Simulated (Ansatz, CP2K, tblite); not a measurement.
# CP2K on random packing of Na49Sb51 (at. %) (59 atoms): settings against a plane-wave reference

How do the settings of CP2K change the result for random packing of Na49Sb51 (at. %) (59 atoms)? A plane-wave run serves as the yardstick.

Main program and level: CP2K 2026.2; the method is named at each step.

## Step 1: Set-up

The cell holds 59 atoms: 29 Na and 30 Sb. Its edges and angles: a = 12.274 Å, b = 12.274 Å, c = 12.274 Å, α = 90.0°, β = 90.0°, γ = 90.0°. 59 atoms (29 Na, 30 Sb) packed at random in a cube at 3.88 g/cm³ and pushed apart as soft spheres; a start for melting by ab initio MD, not an equilibrated structure. Then every atom was moved at random, 0.03 Å r.m.s. a Cartesian component.

The yardstick, on the same geometry:

```
method                 : Kohn-Sham DFT, PBE, PAW, plane waves (Ansatz 0.2.0); cutoff 420 eV, Γ point, fermi-dirac smearing of 0.05 eV; PAW set soft_2
r.m.s. force component : 0.7821 eV/Å
longest force          : 4.645 eV/Å
pressure               : 3.654 GPa
SCF cycles             : 10
time                   : 27 s on 4 threads of Arm Neoverse V2, shared host
CPU time               : 1.7 min
```

## Step 2: PBE, DZVP-UZH, 1200/60 Ry, diagonalisation

Method: Kohn-Sham DFT, PBE, GTH-PBE pseudopotentials, Gaussian and plane waves, DZVP-MOLOPT (UZH set), diagonalisation.

input.inp reads:

```
&GLOBAL
  PROJECT cell
  RUN_TYPE ENERGY_FORCE
  PRINT_LEVEL LOW
&END GLOBAL
&FORCE_EVAL
  METHOD QS
  STRESS_TENSOR ANALYTICAL
  &DFT
    BASIS_SET_FILE_NAME BASIS_MOLOPT_UZH
    POTENTIAL_FILE_NAME POTENTIAL_UZH
    &MGRID
      CUTOFF 1200
      REL_CUTOFF 60
      NGRIDS 5
    &END MGRID
    &QS
      EPS_DEFAULT 1.0E-12
    &END QS
    &SCF
      SCF_GUESS ATOMIC
      EPS_SCF 1.0E-06
      MAX_SCF 200
      ADDED_MOS 35
      &DIAGONALIZATION
        ALGORITHM STANDARD
      &END DIAGONALIZATION
      &SMEAR ON
        METHOD FERMI_DIRAC
        ELECTRONIC_TEMPERATURE [K] 580
      &END SMEAR
      &MIXING
        METHOD BROYDEN_MIXING
        ALPHA 0.15
        NBROYDEN 8
      &END MIXING
      &PRINT
        &RESTART OFF
        &END RESTART
      &END PRINT
    &END SCF
    &XC
      &XC_FUNCTIONAL PBE
      &END XC_FUNCTIONAL
    &END XC
    &PRINT
      &MULLIKEN ON
      &END MULLIKEN
      &HIRSHFELD ON
        SHAPE_FUNCTION DENSITY
      &END HIRSHFELD
      &MO ON
        EIGENVALUES T
        OCCUPATION_NUMBERS T
        MO_INDEX_RANGE 195 218
        &EACH
          QS_SCF 0
        &END EACH
        ADD_LAST NUMERIC
      &END MO
    &END PRINT
  &END DFT
  &SUBSYS
    &CELL
      A 12.27400 0.00000 0.00000
      B 0.00000 12.27400 0.00000
      C 0.00000 0.00000 12.27400
    &END CELL
    &COORD
      Na 2.87248 7.09805 10.63935
      Na 5.03394 10.60989 11.90787
      Na 4.96802 0.88655 1.76561
      Na 8.48919 5.35490 2.48512
      Na 10.48887 7.99062 11.75235
      Na 3.61359 11.31884 5.21019
      Na 5.21915 10.16299 2.77478
      Na 6.07121 1.05790 5.50513
      Na 8.22812 1.46564 8.00707
      Na 11.74929 5.04020 0.92251
      Na 5.12341 4.73654 9.44619
      Na 2.32813 11.50270 1.69848
      Na 8.81236 11.06722 6.52793
      Na 4.30903 6.89787 1.23022
      Na 11.18456 4.49118 3.92252
      Na 8.25206 5.06622 9.19777
      Na 9.83307 5.56577 6.55027
      Na 0.46653 4.47387 6.67693
      Na 0.39068 9.90328 5.04093
      Na 5.70545 7.76821 9.58624
      Na 1.46245 2.10511 0.79621
      Na 2.09247 6.05869 3.20855
      Na 5.17987 0.93773 8.61181
      Na 2.07848 4.11044 10.13059
      Na 0.97149 0.55110 4.17807
      Na 7.07117 3.77450 11.91241
      Na 4.00120 3.91307 0.31016
      Na 2.81197 1.99182 6.81121
      Na 2.21533 8.50944 7.99197
      Sb 0.40075 9.53285 10.13648
      Sb 9.70800 8.40180 7.59184
      Sb 9.05625 2.43995 3.65471
      Sb 1.99612 1.16333 9.55003
      Sb 0.53871 11.86515 7.29910
      Sb 6.68688 9.45429 5.22615
      Sb 10.54447 2.26639 6.43096
      Sb 5.33060 4.10136 3.59518
      Sb 1.68412 8.85569 0.49145
      Sb 7.58975 11.70375 3.58045
      Sb 6.20230 10.48236 8.26764
      Sb 9.99177 10.08039 2.31672
      Sb 3.23481 11.07287 9.06398
      Sb 2.85726 8.36498 4.87081
      Sb 11.97059 2.40619 8.72215
      Sb 3.19885 4.64865 5.60517
      Sb 11.15081 1.49375 2.30285
      Sb 8.01934 1.00119 11.61967
      Sb 7.58963 6.72407 0.02933
      Sb 7.08247 4.74378 5.66899
      Sb 10.75546 3.80531 10.61750
      Sb 12.25547 6.17174 10.37227
      Sb 7.73876 9.20133 11.29318
      Sb 8.21658 7.30634 4.60901
      Sb 2.73416 2.92980 3.56437
      Sb 12.20772 7.35961 6.54351
      Sb 11.90860 12.22711 9.75022
      Sb 11.71467 7.38932 3.76075
      Sb 5.62591 7.45584 6.67423
      Sb 8.81322 10.98732 9.52156
    &END COORD
    &KIND Na
      BASIS_SET DZVP-MOLOPT-PBE-GTH-q9
      POTENTIAL GTH-PBE-q9
    &END KIND
    &KIND Sb
      BASIS_SET DZVP-MOLOPT-PBE-GTH-q5
      POTENTIAL GTH-PBE-q5
    &END KIND
  &END SUBSYS
  &PRINT
    &FORCES ON
    &END FORCES
    &STRESS_TENSOR ON
    &END STRESS_TENSOR
  &END PRINT
&END FORCE_EVAL
```

Command:

```console
OMP_NUM_THREADS=1 cp2k.psmp -i input.inp > output.txt
```

Numbers of over 12 decimals in the logs are rounded to 6 here.

The log of the run:

```text
CP2K| version string:                                       CP2K version 2026.2
 CP2K| Input file name                                                 input.inp
 GLOBAL| Basis set file name                                    BASIS_MOLOPT_UZH
 GLOBAL| Potential file name                                       POTENTIAL_UZH
 GLOBAL| Run type                                                   ENERGY_FORCE
 GLOBAL| Total number of message passing processes                             1
 GLOBAL| Number of threads for this process                                    1
 TOTAL NUMBERS AND MAXIMUM NUMBERS
  Total number of            - Atomic kinds:                                   2
                             - Atoms:                                         59
                             - Shell sets:                                    59
                             - Shells:                                       295
                             - Primitive Cartesian functions:                323
                             - Cartesian basis functions:                    681
                             - Spherical basis functions:                    651
  Maximum angular momentum of- Orbital basis functions:                        2
                             - Local part of the GTH pseudopotential:          2
                             - Non-local part of the GTH pseudopotential:      4
 SCF PARAMETERS         Density guess:                                    ATOMIC
                        max_scf:                                             200
                        eps_scf:                                        1.00E-06
                        added MOs                                        35    0
                        Mixing method:                            BROYDEN_MIXING
                                                charge density mixing in g-space
                        Smear method:                                FERMI_DIRAC
                        Electronic temperature [K]:                        580.0
                        Electronic temperature [a.u.]:                  1.84E-03
                        Accuracy threshold:                             1.00E-10
 Extrapolation method: initial_guess
 Number of electrons:                                                        411
 Number of occupied orbitals:                                                206
 Number of molecular orbitals:                                               241
 Number of orbital functions:                                                651
 Number of independent orbital functions:                                    651
 SCF WAVEFUNCTION OPTIMIZATION
  Step     Update method      Time    Convergence         Total energy    Change
     1 NoMix/Diag. 0.15E+00   17.2     0.79344425     -1558.8688715271 -1.56E+03
     2 Broy./Diag. 0.15E+00   20.7     0.15670210     -1552.9338702849  5.94E+00
     3 Broy./Diag. 0.15E+00   21.1     0.31335929     -1553.9245829242 -9.91E-01
     4 Broy./Diag. 0.15E+00   21.1     0.09083441     -1554.7893278649 -8.65E-01
[...]
20 Broy./Diag. 0.15E+00   22.4     0.00000129     -1555.2879187094  1.92E-05
    21 Broy./Diag. 0.15E+00   22.5     0.00000081     -1555.2879132167  5.49E-06
  *** SCF run converged in    21 steps ***
  Electronic density on regular grids:       -410.9999999996        0.0000000004
  Core density on regular grids:              410.9999999994       -0.0000000006
  Total charge density on r-space grids:       -0.0000000002
  Total charge density g-space grids:          -0.0000000002
  Overlap energy of the core charge distribution:               8.48173e-08
  Self energy of the core charge distribution:              -3203.017748
  Core Hamiltonian energy:                                    972.012422
  Hartree energy:                                             928.347750
  Exchange-correlation energy:                               -252.618901
  Electronic entropic energy:                                  -0.011437
  Fermi energy:                                                 0.119328
  Total energy:                                             -1555.287913
  Total energy (extrapolated to T->0):                      -1555.282195
 MO| EIGENVALUES AND OCCUPATION NUMBERS
 MO|
 MO|  Index      Eigenvalue [a.u.]        Eigenvalue [eV]             Occupation
 MO|    195               0.091100               2.478948               2.000000
 MO|    196               0.096931               2.637629               1.999990
 MO|    197               0.099218               2.699867               1.999965
[...]
MO|    217               0.150628               4.098793               0.000000
 MO|    218               0.151507               4.122707               0.000000
 MO| Sum:                                                             411.000000
 MO| E(Fermi):            0.119328 a.u.          3.247093 eV
 !-----------------------------------------------------------------------------!
                     Mulliken Population Analysis
 #  Atom  Element  Kind  Atomic population                           Net charge
       1     Na       1          8.991661                              0.008339
       2     Na       1          8.800434                              0.199566
       3     Na       1          8.915029                              0.084971
[...]
58     Sb       2          4.978471                              0.021529
      59     Sb       2          5.073448                             -0.073448
 # Total charge                            411.000000                  0.000000
 !-----------------------------------------------------------------------------!
 !-----------------------------------------------------------------------------!
                           Hirshfeld Charges
  #Atom  Element  Kind  Ref Charge     Population                    Net charge
      1       Na     1       9.000          8.905                         0.095
      2       Na     1       9.000          8.846                         0.154
      3       Na     1       9.000          8.882                         0.118
[...]
58       Sb     2       5.000          5.074                        -0.074
     59       Sb     2       5.000          5.038                        -0.038
  Total Charge                                                           -0.000
 !-----------------------------------------------------------------------------!
 ENERGY| Total FORCE_EVAL ( QS ) energy [hartree]          -1555.287921
 FORCES| Atomic forces [hartree/bohr]
 FORCES|   Atom     x               y               z               |f|
 FORCES|      1  2.81903796E-03 -1.72383709E-03  6.11923506E-03   6.95439624E-03
 FORCES|      2 -9.66581734E-04 -4.11047521E-03 -1.33003061E-02   1.39545129E-02
 FORCES|      3  1.58823652E-02  9.96161680E-03  6.35037964E-03   1.97942076E-02
[...]
FORCES|     58 -2.82409117E-02 -3.28488917E-02  1.61940723E-02   4.62476677E-02
 FORCES|     59  2.04357894E-02  2.35114734E-02  6.79976501E-04   3.11588388E-02
 FORCES| Sum     1.36988542E-02  3.30219449E-02  1.85612320E-02
 FORCES| Total atomic force                                       4.02818419E-02
 STRESS| Analytical stress tensor [bar]
 STRESS|                        x                   y                   z
 STRESS|      x        4.58023664942E+04   2.47907094888E+03  -3.49020981017E+03
 STRESS|      y        2.47907094888E+03   5.12574644430E+04   3.21978646400E+02
 STRESS|      z       -3.49020981017E+03   3.21978646400E+02   3.58534590304E+04
 STRESS| 1/3 Trace                                             4.43044299892E+04
```

Run time: 8.4 min. Hardware: 1 thread of Arm Neoverse V2, shared host; peak memory 11 GiB.

Banners, paths, timers and routine set-up lines are dropped from the logs unmarked, and long logs keep their key lines alone; longer cuts are marked.

Numbers from this run, and their distance from the reference:

- r.m.s. force component: 0.8542 eV/Å
- r.m.s. difference of force components: 154.9 meV/Å
- longest difference of force vectors: 525.8 meV/Å
- force difference over r.m.s. force: 19.8 %
- slope of forces against the reference's: 1.077
- correlation of force components: 0.9862
- pressure: 4.43 GPa
- pressure difference: 0.7765 GPa

Length of the force difference by element (eV/Å):

| element | atoms | mean | most |
| --- | --- | --- | --- |
| Na | 29 | 0.33 | 0.53 |
| Sb | 30 | 0.15 | 0.33 |

The surroundings of Sb56, whose charge lies farthest from its element's mean, nearest first, numbered as they follow in the input and with coordinates relative to it.

| atom | x | y | z | distance (Å) | Hirshfeld charge (e) | Fx | Fy | Fz (eV/Å) |
| --- | --- | --- | --- | --- | --- | --- | --- | --- |
| Sb56 | 0.00 | 0.00 | 0.00 | 0.00 | 0.02 | -3.43 | -1.97 | 3.01 |
| Sb34 | 0.90 | -0.36 | -2.45 | 2.64 | -0.08 | 0.76 | -0.47 | -2.41 |
| Sb44 | 0.06 | 2.45 | -1.03 | 2.66 | -0.07 | -0.64 | 2.87 | -0.80 |
| Sb33 | 2.36 | 1.21 | -0.20 | 2.66 | -0.13 | 3.35 | 1.49 | 1.91 |
| Sb30 | 0.77 | -2.69 | 0.39 | 2.83 | -0.09 | 0.95 | -1.25 | 0.64 |
| Sb59 | -3.10 | -1.24 | -0.23 | 3.34 | -0.04 | 1.05 | 1.21 | 0.03 |
| Sb42 | 3.60 | -1.15 | -0.69 | 3.84 | -0.13 | 0.34 | -1.69 | -0.32 |
| Sb50 | -1.15 | 3.85 | 0.87 | 4.11 | -0.16 | -1.29 | 0.45 | 0.97 |
| Sb36 | -1.36 | 2.31 | -3.32 | 4.27 | -0.19 | -0.56 | -0.22 | -1.91 |
| Na9 | -3.68 | 1.51 | -1.74 | 4.34 | 0.16 | 0.12 | 0.52 | 0.66 |
| Na21 | 1.83 | 2.15 | 3.32 | 4.36 | 0.16 | -0.29 | 0.23 | -0.22 |
| Sb47 | -3.89 | 1.05 | 1.87 | 4.44 | -0.21 | -0.19 | -0.90 | -0.45 |

Forces lie 20 % from the reference's, at 4.9 times its CPU time (on 1 against 4 cores).

The forces add up to 2.1 eV/Å instead of zero, usually a sign of too coarse a grid.

## Step 3: revPBE, PBE potentials, DZVP-UZH, 1200/60 Ry, diagonalisation

Method: Kohn-Sham DFT, revPBE, GTH-PBE pseudopotentials, Gaussian and plane waves, DZVP-MOLOPT (UZH set), diagonalisation.

Changes to input.inp since step 2:

```diff
@@ -42,3 +42,6 @@
     &XC
-      &XC_FUNCTIONAL PBE
+      &XC_FUNCTIONAL
+        &PBE
+          PARAMETRIZATION REVPBE
+        &END PBE
       &END XC_FUNCTIONAL
```

The log of the run:

```text
CP2K| version string:                                       CP2K version 2026.2
 CP2K| Input file name                                                 input.inp
 GLOBAL| Basis set file name                                    BASIS_MOLOPT_UZH
 GLOBAL| Potential file name                                       POTENTIAL_UZH
 GLOBAL| Run type                                                   ENERGY_FORCE
 GLOBAL| Total number of message passing processes                             1
 GLOBAL| Number of threads for this process                                    1
 TOTAL NUMBERS AND MAXIMUM NUMBERS
  Total number of            - Atomic kinds:                                   2
                             - Atoms:                                         59
[... lines left out ...]
                        Smear method:                                FERMI_DIRAC
[... lines left out ...]
 Number of electrons:                                                        411
[... lines left out ...]
  Step     Update method      Time    Convergence         Total energy    Change
[... lines left out ...]
  *** SCF run converged in    22 steps ***
[... lines left out ...]
  Fermi energy:                                                 0.121918
  Total energy:                                             -1556.365752
  Total energy (extrapolated to T->0):                      -1556.360020
[... lines left out ...]
 MO| E(Fermi):            0.121918 a.u.          3.317565 eV
[... lines left out ...]
 !-----------------------------------------------------------------------------!
 !-----------------------------------------------------------------------------!
                           Hirshfeld Charges
  #Atom  Element  Kind  Ref Charge     Population                    Net charge
      1       Na     1       9.000          8.898                         0.102
      2       Na     1       9.000          8.835                         0.165
      3       Na     1       9.000          8.875                         0.125
[...]
58       Sb     2       5.000          5.082                        -0.082
     59       Sb     2       5.000          5.041                        -0.041
  Total Charge                                                           -0.000
 !-----------------------------------------------------------------------------!
 ENERGY| Total FORCE_EVAL ( QS ) energy [hartree]          -1556.365769
 FORCES| Atomic forces [hartree/bohr]
 FORCES|   Atom     x               y               z               |f|
 FORCES|      1  3.41349022E-03 -1.85044713E-03  6.92507929E-03   7.93931945E-03
 FORCES|      2 -1.05497953E-03 -4.07644403E-03 -1.39233364E-02   1.45461224E-02
 FORCES|      3  1.60226110E-02  1.06401106E-02  4.77641837E-03   1.98179260E-02
[...]
FORCES|     58 -2.82239004E-02 -3.28075899E-02  1.55929060E-02   4.60007090E-02
 FORCES|     59  1.97583115E-02  2.29940534E-02  1.32860394E-03   3.03460468E-02
 FORCES| Sum     1.98147457E-02  3.03276682E-02  2.12729971E-02
 FORCES| Total atomic force                                       4.20110939E-02
 STRESS| Analytical stress tensor [bar]
 STRESS|                        x                   y                   z
 STRESS|      x        5.17980895376E+04   2.64039562649E+03  -3.35407226842E+03
 STRESS|      y        2.64039562649E+03   5.74535339564E+04   3.68737675440E+02
 STRESS|      z       -3.35407226842E+03   3.68737675440E+02   4.15597628326E+04
 STRESS| 1/3 Trace                                             5.02704621089E+04
```

It took 8.8 min on 1 thread; peak memory 11 GiB.

Compared with the plane-wave run:

```
r.m.s. force component                  : 0.8493 eV/Å
r.m.s. difference of force components   : 150.2 meV/Å
longest difference of force vectors     : 601.9 meV/Å
force difference over r.m.s. force      : 19.2 %
slope of forces against the reference's : 1.071
correlation of force components         : 0.9867
pressure                                : 5.027 GPa
pressure difference                     : 1.373 GPa
```

Against the first run (20 %), the force difference from the reference is 19 %, at 1.0 times the CPU time; the model has changed, so this is no error of the program alone.

The difference per atom is largest on Na (0.33 eV/Å on average, against 0.12 on Sb). The forces add up to 2.2 eV/Å instead of zero, usually a sign of too coarse a grid.

[end of part 1 of 2]

[Also dropped from logs without a mark: logging warnings of Python, and SIESTA's first energy breakdown and zero terms.]

[Logs are printed without paths, hosts, clocks, repeated set-up lines and the standing remarks that a program may print on its own settings, such as how far it seeks lower states.]

[Hosts, paths, dates, database ids (printed as entryN), source tags and the programs' standing remarks are cut or masked in the printed files.]
